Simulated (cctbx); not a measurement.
**Accept or mend?**

Cell a = 3.4310 Å, b = 4.9690 Å, c = 7.7010 Å, α = 90.00°, β = 90.00°, γ = 90.00°; space group Immm (no. 71).

Simulated single-crystal data (cctbx): Mo Kα, λ = 0.71073 Å, to d = 0.8 Å, 50 % of the full sphere, strongest reflection 5000 counts, noise from counting, a 4 % proportional error and a noise floor of 8 counts (s.d.); no absorption, and some extinction, which the refinements don't model.

An anisotropic refinement with weights 1/σ² prints:

```text
Rint 0.040, 92 unique reflections to 0.80 A
cycle     R1     wR2    GooF  max shift (A)
   1  0.0338  0.0798   2.088   0.00043
   2  0.0339  0.0793   2.074   0.00000
final R1 0.0339 wR2 0.0793 GooF 2.074  parameters 7  data/parameter 13.1
atom        x        y        z      Ueq    occ   su(xyz)  su(Uiso or U11)
Tl1    0.00000  0.00000  0.00000   0.0028  1.000  0.00000  0.0009
Hf1    0.00000  0.50000  0.79524   0.0035  1.000  0.00020  0.0008
difference map: max 11.43 min -3.02 rms 0.98
Q1    0.0000  0.2047  0.5000    4   11.46  2.26 A from Tl1
Q2    0.1584  0.0000  0.5000    4    3.19  1.96 A from Hf1
Q3    0.1947  0.3793  0.0700   16    1.78  1.37 A from Hf1
Q4    0.1393  0.1132  0.1495   16    1.55  1.37 A from Tl1
Q5    0.2500  0.2500  0.2500    8    1.37  1.55 A from Hf1
Q6    0.0000  0.2947  0.3746    8    1.27  1.66 A from Hf1
```

**Question.** Can this result stand? If not, what is the likely fault?

Mend it. The fault: an atom left out, B at (1/2, 0.2985, 0). Against the right model at the same level, R1 goes from 0.0225 to 0.0339 and GooF from 1.22 to 2.07 and the top difference peak, 11.5 e/Å³, lies 2.26 Å from Tl1. Q1 is the missing atom. With scattering power missing, scale and phases suffer, so peaks may also grow on the heavy atoms.

The compound is Hf2TlB2. The right model at the same level gives:

```text
Rint 0.040, 92 unique reflections to 0.80 A
cycle     R1     wR2    GooF  max shift (A)
   1  0.0228  0.0466   1.250   0.00087
   2  0.0225  0.0454   1.216   0.00001
final R1 0.0225 wR2 0.0454 GooF 1.216  parameters 11  data/parameter 8.4
atom        x        y        z      Ueq    occ   su(xyz)  su(Uiso or U11)
Tl1    0.00000  0.00000  0.00000   0.0029  1.000  0.00000  0.0005
Hf1    0.00000  0.50000  0.79528   0.0036  1.000  0.00012  0.0005
B1     0.50000  0.29168  0.00000   0.0098  1.000  0.00477  0.0121
difference map: max 2.65 min -3.77 rms 0.66
Q1    0.1592  0.0000  0.5000    4    2.67  1.17 A from B1
Q2    0.1655  0.1132  0.1441   16    1.74  1.37 A from Tl1
Q3    0.1931  0.3310  0.5000    8    1.47  0.90 A from B1
Q4    0.2500  0.2500  0.2500    8    1.47  1.55 A from Hf1
Q5    0.0000  0.2928  0.3832    8    1.28  0.99 A from B1
Q6    0.1769  0.3851  0.0728   16    1.27  1.31 A from Hf1
```

This is a model crystal, built by substitution and not relaxed, with assumed displacement parameters.

[Middle refinement cycles are left out of these outputs.]

[Logs are printed without paths, hosts, clocks, repeated set-up lines and the standing remarks that a program may print on its own settings, such as how far it seeks lower states.]
